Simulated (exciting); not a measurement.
# Core excitons at the C K edge of SiC (Moissanite 3C)

Wanted: the near-edge spectrum and the bound core excitons at the C K edge of SiC (Moissanite 3C).

Calculated with exciting sodium; X-ray absorption, core-level Bethe-Salpeter equation, exchange and statically screened direct term, Tamm-Dancoff, all-electron LAPW+lo PBE.

**1. The starting structure**

Symmetry: F-43m, No. 216, cubic system. Conventional cell: a = 4.358 Å, b = 4.358 Å, c = 4.358 Å, α = 90.00°, β = 90.00°, γ = 90.00°. Nearest to Si lie 4 C at 1.89 Å. Nearest to C lie 4 Si at 1.89 Å. Farther neighbours are not listed.

Structure file:

```cif
data_structure
_symmetry_space_group_name_H-M 'P 1'
_symmetry_Int_Tables_number 1
_cell_length_a 3.0816
_cell_length_b 3.0816
_cell_length_c 3.0816
_cell_angle_alpha 60.000
_cell_angle_beta 60.000
_cell_angle_gamma 60.000
_cell_volume 20.69
loop_
_atom_site_label
_atom_site_type_symbol
_atom_site_fract_x
_atom_site_fract_y
_atom_site_fract_z
_atom_site_occupancy
Si1 Si 0.00000 0.00000 0.00000 1
C2 C 0.75000 0.75000 0.75000 1
```

Differences between curves are given as r.m.s. difference over r.m.s. height.

**2. Ground state**

The species files are the program's own, with muffin-tin radii set in the input.

input.xml

```
<input>
  <title>SiC</title>
  <structure speciespath="." autormt="false" epslat="1.0e-5">
    <crystal>
      <basevect>0.0000000000 4.1177132248 4.1177132248</basevect>
      <basevect>4.1177132248 0.0000000000 4.1177132248</basevect>
      <basevect>4.1177132248 4.1177132248 0.0000000000</basevect>
    </crystal>
    <species speciesfile="Si.xml" rmt="2.005">
      <atom coord="0.0000000000 0.0000000000 0.0000000000"/>
    </species>
    <species speciesfile="C.xml" rmt="1.454">
      <atom coord="0.7500000000 0.7500000000 0.7500000000"/>
    </species>
  </structure>
  <groundstate do="fromscratch" xctype="GGA_PBE" ngridk="6 6 6" rgkmax="7" gmaxvr="14" nempty="8" swidth="0.001" maxscl="100" epsengy="1e-5"/>
</input>
```

On the command line:

```sh
$ OMP_NUM_THREADS=1 mpirun -n 4 exciting
```

The program printed:

```text
EXCITING SODIUM started
********************************************************************************
* Ground-state run starting from atomic densities                              *
********************************************************************************
+ Starting initialization                                                      +
 Lattice vectors (cartesian) :
      0.0000000000      4.1177132248      4.1177132248
      4.1177132248      0.0000000000      4.1177132248
      4.1177132248      4.1177132248      0.0000000000
 Reciprocal lattice vectors (cartesian) :
     -0.7629459562      0.7629459562      0.7629459562
      0.7629459562     -0.7629459562      0.7629459562
      0.7629459562      0.7629459562     -0.7629459562
 Unit cell volume                           :     139.6362854237
 Brillouin zone volume                      :       1.7764022631
 Species :    1 (Si)
     parameters loaded from                 :    Si.xml
     name                                   :    silicon
     nuclear charge                         :     -14.00000000
     electronic charge                      :      14.00000000
     atomic mass                            :   51196.73454000
     muffin-tin radius                      :       2.00500000
     # of radial points in muffin-tin       :     300
     atomic positions (lattice) :
       1 :   0.00000000  0.00000000  0.00000000
 Species :    2 (C)
     parameters loaded from                 :    C.xml
     name                                   :    carbon
     nuclear charge                         :      -6.00000000
     electronic charge                      :       6.00000000
     atomic mass                            :   21894.16673000
     muffin-tin radius                      :       1.45400000
     # of radial points in muffin-tin       :     250
     atomic positions (lattice) :
       1 :   0.75000000  0.75000000  0.75000000
 Total number of atoms per unit cell        :       2
 Spin treatment                             :    spin-unpolarised
 Number of Bravais lattice symmetries       :      48
 Number of crystal symmetries               :      24
 k-point grid                               :       6    6    6
 Total number of k-points                   :      22
 k-point set is reduced with crystal symmetries
 R^MT_min * |G+k|_max (rgkmax)              :       7.00000000
 Species with R^MT_min                      :       2 (C)
 Maximum |G+k| for APW functions            :       4.81430536
 Maximum |G| for potential and density      :      14.00000000
 G-vector grid sizes                        :      27    27    27
 Total number of G-vectors                  :    6423
 Maximum angular momentum used for
     APW functions                          :       8
     computing H and O matrix elements      :       8
     potential and density                  :       8
     inner part of muffin-tin               :       2
 Total nuclear charge                       :     -20.00000000
 Total electronic charge                    :      20.00000000
 Total core charge                          :      12.00000000
 Total valence charge                       :       8.00000000
 Number of empty states                     :       8
 Total number of valence states             :      13
 Maximum Hamiltonian size                   :     282
 Maximum number of plane-waves              :     274
 Total number of local-orbitals             :       8
 Exchange-correlation type                  :      20
     Perdew-Burke-Ernzerhof, Phys. Rev. Lett. 77, 3865 (1996)
     Generalised gradient approximation (GGA)
 Smearing scheme                            :    Gaussian
 Smearing width                             :       0.00100000
 Using multisecant Broyden potential mixing
+ Ending initialization                                                        +
********************************************************************************
* Groundstate module started                                                   *
********************************************************************************
 Output level for this task is set to normal
+ Self-consistent loop started                                                 +
 Density and potential initialised from atomic data
+ SCF iteration number :    1                                                  +
 Total energy                               :      -329.09199515
 _______________________________________________________________
 Fermi energy                               :         0.28531251
 Kinetic energy                             :       328.44236821
 Coulomb energy                             :      -631.00883578
 Exchange energy                            :       -25.76389793
 Correlation energy                         :        -0.76162966
 DOS at Fermi energy (states/Ha/cell)       :         0.00000000
 Electron charges :
     core                                   :        12.00000000
     core leakage                           :         0.00386104
     valence                                :         8.00000000
     interstitial                           :         3.40839250
     charge in muffin-tin spheres :
                  atom     1    Si          :        11.68205916
                  atom     2     C          :         4.90954834
     total charge in muffin-tins            :        16.59160750
     total charge                           :        20.00000000
 Estimated fundamental gap                  :         0.13718589
        valence-band maximum at    1      0.0000  0.0000  0.0000
     conduction-band minimum at   16      0.5000  0.5000  0.0000
[... further iterations ...]
| Convergence targets achieved. Performing final SCF iteration                 +
 Total energy                               :      -328.15410976
 _______________________________________________________________
 Fermi energy                               :         0.32527705
 Kinetic energy                             :       328.84136402
 Coulomb energy                             :      -630.62761028
 Exchange energy                            :       -25.59421290
 Correlation energy                         :        -0.77365060
 DOS at Fermi energy (states/Ha/cell)       :         0.00000000
 Electron charges :
     core                                   :        12.00000000
     core leakage                           :         0.00376034
     valence                                :         8.00000000
     interstitial                           :         3.64635451
     charge in muffin-tin spheres :
                  atom     1    Si          :        11.95620590
                  atom     2     C          :         4.39743958
     total charge in muffin-tins            :        16.35364549
     total charge                           :        20.00000000
 Estimated fundamental gap                  :         0.04976409
        valence-band maximum at    1      0.0000  0.0000  0.0000
     conduction-band minimum at   16      0.5000  0.5000  0.0000
+ Self-consistent loop stopped                                                 +
 STATE.OUT is written
********************************************************************************
* Groundstate module stopped                                                   *
********************************************************************************
 Total time spent (seconds)                 :        13.52
| EXCITING SODIUM stopped                                                      =
```

It took 15 s on 4 MPI ranks of Arm Neoverse V1, shared host.

The mesh shows a gap of 1.35 eV. Core levels (Dirac, from the valence top):

| atom | level | energy (eV) |
| --- | --- | --- |
| Si | 1s1/2 | -1779.4 |
| Si | 2s1/2 | -133.2 |
| Si | 2p1/2 | -89.7 |
| Si | 2p3/2 | -89.0 |
| C | 1s1/2 | -263.6 |

**3. A richer basis for the empty states**

Each species file gets more local orbitals, built from u and its energy derivative at 0.15 Ha and u at 0.9 Ha.

input.xml is that of step 2.

SPECIES.xml, added lines

```
<lo l="L">  <!-- L = 0, 1, 2 -->
  <wf matchingOrder="0" trialEnergy="0.1500" searchE="false"/>
  <wf matchingOrder="1" trialEnergy="0.1500" searchE="false"/>
  <wf matchingOrder="0" trialEnergy="0.9000" searchE="false"/>
</lo>
```

On the command line:

```sh
$ OMP_NUM_THREADS=1 mpirun -n 4 exciting
```

The program printed:

```text
EXCITING SODIUM started
********************************************************************************
* Ground-state run starting from atomic densities                              *
********************************************************************************
+ Starting initialization                                                      +
[... lattice and species ...]
 Spin treatment                             :    spin-unpolarised
 Number of Bravais lattice symmetries       :      48
[...]
valence-band maximum at    1      0.0000  0.0000  0.0000
     conduction-band minimum at   16      0.5000  0.5000  0.0000
+ Self-consistent loop stopped                                                 +
 STATE.OUT is written
********************************************************************************
* Groundstate module stopped                                                   *
********************************************************************************
 Total time spent (seconds)                 :        12.72
| EXCITING SODIUM stopped                                                      =
[key lines of the parts left out:]
Total energy                               :      -328.15419145
Fermi energy                               :         0.32548367
```

Wall time 14 s (4 MPI ranks).

Against the first ground state the total energy moves by -1 meV an atom and the gap by 0.00 eV.

(Continued in part 2 of 3.)

[Banner, clock and machine lines of the logs are left out without a mark of their own.]

[Logs are printed without paths, hosts, clocks, repeated set-up lines and the standing remarks that a program may print on its own settings, such as how far it seeks lower states.]

[Hosts, paths, dates, database ids (printed as entryN), source tags and the programs' standing remarks are cut or masked in the printed files.]
